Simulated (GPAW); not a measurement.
# zinc-blende (ZnSe)₁₋ₓ(CdSe)ₓ at x = 0.25: the Se K absorption edge, part 3 of 3

What does the Se K edge look like in zinc-blende (ZnSe)₁₋ₓ(CdSe)ₓ at x = 0.25?

GPAW 26.7.0; X-ray absorption from dipole matrix elements to empty bands, plane-wave PAW LDA.

So far. Step 5 (Spectrum with XCH, Se atom 6): Main maxima below 28 eV (height): 6.6 eV (1.53), 15.2 eV (1.00) and 26.0 eV (1.02). A K edge sees empty p states on the absorber. Step 5 (Spectrum with XCH, Se atom 6): The energy difference (zero at 12672 eV) isn't read as a photon energy: for so heavy an absorber the terms left out (the hole's spin, the functional's error) amount to tens of eV or more.

## Step 7: Spectrum with XCH, Zn atom 5

The holes are 8.2 Å apart. The excited electron is kept in the cell, where it fills the lowest empty states and screens the hole. After the field has converged, empty bands are computed with the density fixed and the dipole matrix elements are summed.

The absorber has 1 Se at 2.42 Å, 2 Se at 2.46 Å and 1 Se at 2.49 Å (distorted tetrahedral).

File xas.py:

```python
import numpy as np
from ase import Atoms
from ase.parallel import parprint, paropen
from gpaw import GPAW, PW, FermiDirac, Mixer, MixerDif, setup_paths
from gpaw.test import gen
setup_paths.insert(0, '.')
gen('Zn', name='fch1s', xcname='LDA', corehole=(1, 0, 1), write_xml=True)
from gpaw.mpi import world
world.barrier()

atoms = Atoms('ZnSeZnSeZnSeZnSeZnSeZnSeCdSeCdSe',
    cell=[[0, 5.7635, 5.7635],
     [5.7635, 0, 5.7635],
     [5.7635, 5.7635, 0]],
    scaled_positions=[[0.0017035, 0.998953, 0.0014179],
     [0.1271767, 0.124437, 0.1251664],
     [0.0013149, 0.0003193, 0.5004117],
     [0.1263438, 0.1245175, 0.6260092],
     [0.0006432, 0.4985482, 0.0000014],
     [0.1093302, 0.6289401, 0.1304262],
     [0.0032664, 0.498902, 0.499307],
     [0.1093491, 0.6301685, 0.6307277],
     [0.5019575, 0.0000979, 0.9985285],
     [0.6319147, 0.1060288, 0.1315342],
     [0.5001126, 0.9985827, 0.5007443],
     [0.6312906, 0.1075389, 0.6299624],
     [0.4999254, 0.4964452, 0.0000393],
     [0.6370214, 0.6360199, 0.1119],
     [0.5000019, 0.4981989, 0.5000353],
     [0.63919, 0.634872, 0.6122475]],
    pbc=True)
atoms.calc = calc = GPAW(legacy_gpaw=True, mode=PW(400, force_complex_dtype=True), xc='LDA', setups={4: 'fch1s'},
    kpts={'size': (3, 3, 3), 'gamma': True}, occupations=FermiDirac(0.04),
    charge=-1, mixer=Mixer(0.1, 5, 50), maxiter=150,
    convergence={'density': 0.0001, 'eigenstates': 1e-6}, txt='scf.txt')
energy = atoms.get_potential_energy() + calc.get_reference_energy()
ef = calc.get_fermi_level()
out = dict(energy=energy, fermi=ef, forces=atoms.get_forces().tolist())
parprint(f'all-electron energy {energy:.4f} eV, Fermi level {ef:.4f} eV')
ev = np.array([[calc.get_eigenvalues(k, s) for k in range(len(calc.get_ibz_k_points()))] for s in range(calc.get_number_of_spins())])
out['homo'], out['lumo'], out['counts'] = ev[ev < ef].max(), ev[ev > ef].min(), sorted(set((ev < ef).sum((0, 2)).tolist()))
out['filled'] = (ev[:, 0] < ef).sum(1).tolist()

from ase.units import Ha
from gpaw.xas import dipole_matrix_elements
nb = int(calc.get_number_of_electrons() / 2) + 196
top, nb = nb, nb + 8 + nb // 12
nscf = calc.fixed_density(kpts={'size': (4, 4, 4), 'gamma': True}, nbands=nb,
    convergence={'bands': top, 'eigenstates': 5e-3}, maxiter=60, txt='nscf.txt')
cell = atoms.cell.array
ops = [cell.T @ U.T @ np.linalg.inv(cell.T) for U in nscf.wfs.kd.symmetry.op_scc]
filled = [72]  # bands filled in the ground state, by spin
E = np.arange(-6, 30, 0.1)
fwhm = np.interp(E, [4, 25], [1.67, 3.5])
Y, X, zero, highest = 0, 0, 1e9, 1e9
for spin in range(nscf.get_number_of_spins()):
    wfs = nscf.wfs
    mine = wfs.bd.get_slice()  # this rank's bands
    A = dipole_matrix_elements(wfs.setups[4])
    eps = np.zeros((wfs.kd.nibzkpts, nb))
    d = np.zeros((3, A.shape[1], wfs.kd.nibzkpts, nb), complex)
    for kpt in wfs.kpt_u:
        if kpt.s == spin and 4 in kpt.P_ani:
            eps[kpt.k, mine] = kpt.eps_n * Ha
            d[:, :, kpt.k, mine] = (kpt.weight * wfs.nspins / 2) ** 0.5 * np.inner(A, kpt.P_ani[4])
    world.sum(eps)
    world.sum(d)
    T = np.einsum('amkn,bmkn->abkn', d, d.conj()).real
    T = sum(np.einsum('ai,ijkn,bj->abkn', R, T, R) for R in ops) / len(ops)
    empty = np.ones_like(eps, bool) & (np.arange(nb) >= filled[spin])
    zero, highest = min(zero, eps[empty].min()), min(highest, eps[:, top - 1].min())
    lines = [(eps, T, empty)] if spin == 0 else lines + [(eps, T, empty)]
for eps, T, empty in lines:
    f = np.einsum('aakn->akn', T).reshape(3, -1)
    x = eps.ravel() - zero
    w = np.interp(x, E, fwhm) / 2.35482
    g = np.exp(-0.5 * ((E[:, None] - x) / w) ** 2) / (w * (2 * np.pi) ** 0.5)
    Y = Y + (f * empty.ravel()) @ g.T
    X = X + (f * ~empty.ravel()) @ g.T
out.update(E=E.round(2).tolist(), xas=Y.tolist(), xes=X.tolist(), zero=zero, valid=highest - zero, nk=len(eps), nb=nb)
for i in range(0, len(E), 10):
    parprint(f'{E[i]:7.2f}', *(f'{v:10.3e}' for v in Y[:, i]))
import json
with paropen('out.json', 'w') as f:
    json.dump(out, f)
```

Command:

```
OMP_NUM_THREADS=1 mpirun -n 4 gpaw python xas.py
```

Numbers of over 12 decimals in the logs are rounded to 6 here.

The program printed:

```text
Input parameters:
  charge: -1
  convergence: {density: 0.0001,
                eigenstates: 1e-06}
  kpts: {gamma: True,
         size: (3, 3, 3)}
  maxiter: 150
  mixer: {backend: pulay,
          beta: 0.1,
          method: separate,
          nmaxold: 5,
          weight: 50}
  mode: {ecut: 400.0,
         force_complex_dtype: True,
         name: pw}
  occupations: {fixmagmom: False,
[...]
*d    :    -0.035193
--------------------------------

Diagonalizing with gridspacing h=0.050

state   all-electron     PAW
-------------------------------
4s:      -0.603317    -0.603615
4p:      -0.343743    -0.343956
3d:      -1.035193    -1.035651
*f:                   -0.018332
-------------------------------
all-electron energy -1115321.5520 eV, Fermi level 5.8157 eV
[...]
28.00  1.525e-07  1.522e-07  1.542e-07
  29.00  1.506e-07  1.505e-07  1.536e-07
[key lines of the parts left out:]
Converged after 15 iterations.
Dipole moment: (-31.386145, -31.982858, -34.556502) |e|*Ang
Free energy:    -64.502827
Fermi level: 5.81573
```

Run time: 7.6 min. Hardware: 4 MPI ranks of Arm Neoverse V2, shared host; peak memory 0.89 GiB; 31 min of CPU time.

The Zn K spectrum, Zn atom 5, excited-electron core hole (neutral cell) (energy from the bottom of the conduction band, which holds the excited electron; intensity scaled to a mean of 1 over the first 20 eV):

| E (eV) | isotropic | ε ∥ x | ε ∥ z |
| --- | --- | --- | --- |
| -2.0 | 0.00 | 0.00 | 0.00 |
| -1.4 | 0.00 | 0.00 | 0.00 |
| -0.8 | 0.00 | 0.00 | 0.00 |
| -0.2 | 0.01 | 0.01 | 0.01 |
| 0.4 | 0.04 | 0.04 | 0.04 |
| 1.0 | 0.13 | 0.12 | 0.15 |
| 1.6 | 0.32 | 0.30 | 0.38 |
| 2.2 | 0.63 | 0.58 | 0.72 |
| 2.8 | 0.94 | 0.89 | 1.06 |
| 3.4 | 1.12 | 1.08 | 1.24 |
| 4.0 | 1.35 | 1.32 | 1.43 |
| 4.6 | 1.77 | 1.76 | 1.78 |
| 5.2 | 2.07 | 2.10 | 2.01 |
| 5.8 | 1.93 | 1.98 | 1.83 |
| 6.4 | 1.48 | 1.51 | 1.40 |
| 7.0 | 1.10 | 1.12 | 1.05 |
| 7.6 | 0.97 | 0.98 | 0.93 |
| 8.2 | 1.00 | 1.00 | 0.97 |
| 8.8 | 1.03 | 1.03 | 1.01 |
| 9.4 | 0.98 | 0.99 | 0.97 |
| 10.0 | 0.92 | 0.93 | 0.91 |
| 10.6 | 0.94 | 0.95 | 0.91 |
| 11.2 | 1.06 | 1.07 | 1.03 |
| 11.8 | 1.21 | 1.22 | 1.19 |
| 12.4 | 1.29 | 1.29 | 1.29 |
| 13.0 | 1.26 | 1.26 | 1.28 |
| 13.6 | 1.16 | 1.15 | 1.18 |
| 14.2 | 1.03 | 1.02 | 1.04 |
| 14.8 | 0.91 | 0.91 | 0.92 |
| 15.4 | 0.82 | 0.82 | 0.83 |
| 16.0 | 0.77 | 0.77 | 0.78 |
| 16.6 | 0.77 | 0.77 | 0.78 |
| 17.2 | 0.81 | 0.80 | 0.81 |
| 17.8 | 0.83 | 0.83 | 0.84 |
| 18.4 | 0.82 | 0.82 | 0.83 |
| 19.0 | 0.78 | 0.78 | 0.79 |
| 19.6 | 0.74 | 0.74 | 0.74 |
| 20.2 | 0.72 | 0.72 | 0.72 |
| 20.8 | 0.75 | 0.75 | 0.74 |
| 21.4 | 0.79 | 0.79 | 0.77 |
| 22.0 | 0.82 | 0.83 | 0.80 |
| 22.6 | 0.83 | 0.84 | 0.82 |
| 23.2 | 0.84 | 0.84 | 0.83 |
| 23.8 | 0.84 | 0.84 | 0.84 |
| 24.4 | 0.85 | 0.85 | 0.85 |
| 25.0 | 0.87 | 0.87 | 0.87 |
| 25.6 | 0.89 | 0.89 | 0.89 |
| 26.2 | 0.90 | 0.90 | 0.90 |
| 26.8 | 0.91 | 0.91 | 0.91 |
| 27.4 | 0.91 | 0.91 | 0.91 |
| 28.0 | 0.91 | 0.90 | 0.92 |
| 28.6 | 0.90 | 0.90 | 0.92 |
| 29.2 | 0.90 | 0.89 | 0.91 |

Main maxima below 28 eV (height): 5.4 eV (2.08), 8.8 eV (1.03), 12.6 eV (1.29) and 18.0 eV (0.83). 

The total-energy difference is 9672.94 eV. One term is added: -30.82 eV, since the hole is spin-paired here and a spin-polarised one costs that much less in the free atom (computed apart). The photon energy is then 9642.12 eV. The tabulated edge of the element is 9659 eV. The functional leaves an error in such absolute values: in the free atom LDA prices this hole 19.1 eV below PBE (computed apart), and PBE is itself good to a few eV.

## Step 8: Summary of results

| Quantity | Value |
| --- | --- |
| absorber and edge | Se K, atom 6 of the ground-state input (counted from 1) |
| surroundings | 3 Zn at 2.46 Å and 1 Cd at 2.60 Å (distorted tetrahedral) |
| highest intensity below 24 eV | 6.6 eV above the zero, height 1.53 |

**Reading.** The Se K edge of atom 6, with 3 Zn at 2.46 Å and 1 Cd at 2.60 Å (distorted tetrahedral), has its highest intensity of the first 24 eV at 6.6 eV above the zero, 1.5 times the mean level of the first 20 eV (Gaussian full width 2.33 eV up to 4 eV, rising linearly to 3.5 eV at 25 eV). The script folds with a Gaussian, whereas the core hole's own line is a Lorentzian, so the onset is too steep and the first peak too high. Lifetime broadening is put in by hand, and intensities beyond about 20 eV depend on it and on the partial waves.

[Banner, clock and machine lines of the logs are left out without a mark of their own.]

[Logs are printed without paths, hosts, clocks, repeated set-up lines and the standing remarks that a program may print on its own settings, such as how far it seeks lower states.]

[Hosts, paths, dates, database ids (printed as entryN), source tags and the programs' standing remarks are cut or masked in the printed files.]

[Lists of maxima count a maximum above −3 eV only where it reaches 4 % of the highest in the window and stands out from its surroundings by 2 % of it (1.5 % where it reaches 55 %); shoulders and weaker maxima are passed over, and of the rest the first, up to two pre-edge ones and the few strongest are named.]
